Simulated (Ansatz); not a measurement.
# Si2Mo (I4/mmm): zone-centre modes under pressure, part 2 of 2

Wanted: Grüneisen parameters and pressure coefficients of the modes of Si2Mo (I4/mmm).

Ansatz 0.2.0; DFT PBEsol, scalar-relativistic, plane waves, PAW; PAW set soft_1.

So far, highest optical mode at the zone centre (no LO-TO term) (cm⁻¹): step 4 (modes at rest) 438; step 6 (volume ratio 1.06) 405.

The database entry behind the starting cell is an old determination (1927), so it need not match the best structure at ambient conditions.

**7. A member of the series: 0.9 times the volume at rest (continued)**

The steps of the relaxation:

| step | energy less that of the first step (eV) | largest force component (eV/Å) | pressure (GPa) | volume (Å³) |
| --- | --- | --- | --- | --- |
| 1 | 0.0000 | 0.0517 | 29.08 | 35.82 |
| 2 | -0.0002 | 0.0179 | 29.00 | 35.82 |
| 3 | -0.0002 | 0.0070 | 29.00 | 35.82 |
| 4 | -0.0002 | 0.0000 | 28.99 | 35.82 |
| 5* | -0.0002 | 0.0000 | 28.99 | 35.82 |

Relaxation steps marked * repeat the geometry before them on a plane-wave basis chosen anew for their cell, so energy and pressure can jump there.

Forces are held to the 16 operations that the run works with; a distortion that breaks them can't arise in this run.

```
conventional cell, symmetrised  before  after  change
                         a (Å)   3.074  3.072  -0.1 %
                         b (Å)   3.074  3.072  -0.1 %
                         c (Å)   7.581  7.590  +0.1 %
              volume (Å³/atom)   11.94  11.94  -0.0 %
```

The relaxed structure:

```cif
data_structure
_symmetry_space_group_name_H-M 'P 1'
_symmetry_Int_Tables_number 1
_cell_length_a 4.3728
_cell_length_b 4.3728
_cell_length_c 4.3728
_cell_angle_alpha 138.865
_cell_angle_beta 138.865
_cell_angle_gamma 59.581
_cell_volume 35.82
loop_
_atom_site_label
_atom_site_type_symbol
_atom_site_fract_x
_atom_site_fract_y
_atom_site_fract_z
_atom_site_occupancy
Si1 Si 0.33369 0.33369 0.00000 1
Si2 Si 0.66631 0.66631 0.00000 1
Mo3 Mo 0.00000 0.00000 0.00000 1
```

This step gave:

```yaml
pressure: 28.99 GPa
volume_per_atom: 11.94 Å³
```

The largest force component left is 0.016 meV/Å, at a pressure of 28.99 GPa.

**8. Zone-centre modes of the member: 0.9 times the volume at rest**

The zone-centre modes follow for 0.9 times the volume at rest.

File input.yaml:

```yaml
crystal:
  lattice:
    - [-1.5362111994, 1.5362111994, 3.7949423558]
    - [1.5362111994, -1.5362111994, 3.7949423558]
    - [1.5362111994, 1.5362111994, -3.7949423558]
  atoms:
    - { symbol: Si, position: [0.3336903401, 0.3336903401, 0.0] }
    - { symbol: Si, position: [0.6663096599, 0.6663096599, 0.0] }
    - { symbol: Mo, position: [0.0, 0.0, 0.0] }
kpoints:
  mp_grid: { grid: [20, 20, 20] }
hamiltonian:
  xc: pbesol
  pseudopotentials: { kind: paw, azcp: { folder: soft_1 }, xc_functional: pbe }
scf:
  occupations: { method: methfessel_paxton, width: 0.2 }
output:
  eigenvalues: true
phonons:
  method: dfpt
```

Launch:

```sh
$ ansatz run input.yaml --threads 4 --pin off --max-ram 10240MiB --backend cpu --events-out ev --progress --plain --runs-dir out
```

It took 32 s on 4 threads of AMD EPYC 9B45 (Zen 5), shared host; peak memory 2 GiB; 2 min of CPU time.

Numbers from this step:

| Property | Result |
| --- | --- |
| sum-rule residual before enforcement | 2.23e-5 eV/Å² |
| highest optical mode at the zone centre (no LO-TO term) | 501.0 cm⁻¹ |
| lowest optical zone-centre mode | 338.6 cm⁻¹ |

Patterns of degenerate modes are one choice out of their space. The modes at Γ (shares of kinetic energy by element, %):

```csv
mode,frequency (cm⁻¹),symmetry,Si %,Mo %
1,0.0,acoustic,37,63
2,0.0,acoustic,37,63
3,0.0,acoustic,37,63
4,338.6,Eu,63,37
5,338.6,Eu,63,37
6,388.3,A2u,63,37
7,403.3,Eg,100,0
8,403.3,Eg,100,0
9,501.0,A1g,100,0
```

Displacements in mode 4 (338.6 cm⁻¹), the largest set to 1:
```
Si1  0.00 -1.00  0.00
Si2  0.00 -1.00  0.00
Mo3  0.00  0.59  0.00
```

Displacements in mode 9 (501.0 cm⁻¹), the largest set to 1:
```
Si1  0.00  0.00  1.00
Si2  0.00  0.00 -1.00
Mo3  0.00  0.00  0.00
```

The lowest optical mode is real, 339 cm⁻¹, and the highest lies at 501.0 cm⁻¹.

For the highest optical mode at the zone centre (no LO-TO term), step 4 gave 438 cm⁻¹; this run, with volume ratio 0.9, gives 501 cm⁻¹ (+14 %).

**9. The series together**

The members are set side by side, also those not shown above.

Each row is one cell with its response, relaxed at fixed volume as far as symmetry leaves anything free; energies are extrapolated to zero smearing, and E0 is that at rest; shape and atoms are relaxed in each cell where symmetry leaves them free; all runs use 20×20×20 k points and Methfessel-Paxton smearing of 0.2 eV. State of the crystal along the series:

```csv
volume ratio,V (Å³/atom),pressure (GPa),E - E0 (meV/atom),first cell vector (Å),third cell vector (Å)
0.9,11.94,29,109.4,4.373,4.373
0.92,12.21,21.89,67.35,4.402,4.402
0.94,12.47,15.5,36.47,4.43,4.43
0.96,12.74,9.772,15.62,4.459,4.459
0.98,13,4.624,3.77,4.487,4.487
0.99,13.13,2.25,0.9286,4.501,4.501
1,13.27,8.66e-4,0,4.514,4.514
1.02,13.53,-4.148,3.484,4.542,4.542
1.04,13.8,-7.87,13.48,4.569,4.569
1.06,14.06,-11.21,29.31,4.596,4.596
```

Each mode is tracked from rest by its pattern, and modes that stay within 0.3 cm⁻¹ of each other stand once; shape and atoms are relaxed in each cell where symmetry leaves them free; all runs use 20×20×20 k points and Methfessel-Paxton smearing of 0.2 eV. Optical modes along the series:

| V (Å³/atom) | mode 4 Eu (cm⁻¹) | mode 6 A2u (cm⁻¹) | mode 7 Eg (cm⁻¹) | mode 9 A1g (cm⁻¹) |
| --- | --- | --- | --- | --- |
| 11.94 | 338.6 | 388.3 | 403.3 | 501 |
| 12.21 | 325.8 | 373.5 | 388.3 | 487.5 |
| 12.47 | 313.4 | 359.2 | 373.8 | 474.4 |
| 12.74 | 301.3 | 345.3 | 359.7 | 461.7 |
| 13 | 289.4 | 331.8 | 346.2 | 449.5 |
| 13.13 | 283.6 | 325.1 | 339.5 | 443.6 |
| 13.27 | 277.9 | 318.6 | 333 | 437.7 |
| 13.53 | 266.6 | 305.7 | 320.3 | 426.3 |
| 13.8 | 255.5 | 293.1 | 307.9 | 415.4 |
| 14.06 | 244.6 | 280.9 | 295.9 | 404.8 |

From cubic fits (parabolas where under five rows exist) of ln ω and P against ln V through the rows within about 4 % of rest: γ = −d ln ω / d ln V and dω/dP = γ ω / B. Slopes at rest:

```
      mode  fitted frequency at rest (cm⁻¹)  Grüneisen parameter γ  dω/dP (cm⁻¹/GPa)
 mode 4 Eu                            277.9                   2.06              2.61
mode 6 A2u                            318.6                   2.05              2.98
 mode 7 Eg                              333                   1.95              2.96
mode 9 A1g                            437.7                   1.33              2.65
```

**10. What came out**

```yaml
members: 10
highest_optical_mode_at_the_zone_centre_no_lo_to_term_at_rest: 437.7 cm⁻¹
bulk_modulus_at_rest: 219 GPa
mode_4_eu_gamma: 2.06
mode_6_a2u_gamma: 2.05
mode_7_eg_gamma: 1.95
mode_9_a1g_gamma: 1.33
```

**Reading.** The series spans -11.2 to 29.0 GPa, and the slope at rest gives a bulk modulus of 219 GPa. Among the modes in the table of slopes γ runs from 1.33 (mode 9 A1g) to 2.06 (mode 4 Eu). One k mesh and one cutoff serve the ground states and modes of all volumes. These are harmonic frequencies at zero temperature: anharmonic shifts, linewidths and thermal expansion are left out. With no gap, or one that is small against the smearing, the frequencies hang on the k mesh and the smearing, most of all near Kohn anomalies. The PAW files were made for PBE; the program adapts parts of them to the functional of the run, but their partial waves stay those of PBE, an approximation that was not tested in this session. Only the zone centre was solved, so an instability at another wavevector cannot show here.

[Logs are printed without paths, hosts, clocks, repeated set-up lines and the standing remarks that a program may print on its own settings, such as how far it seeks lower states.]

[Hosts, paths, dates, database ids (printed as entryN), source tags and the programs' standing remarks are cut or masked in the printed files.]
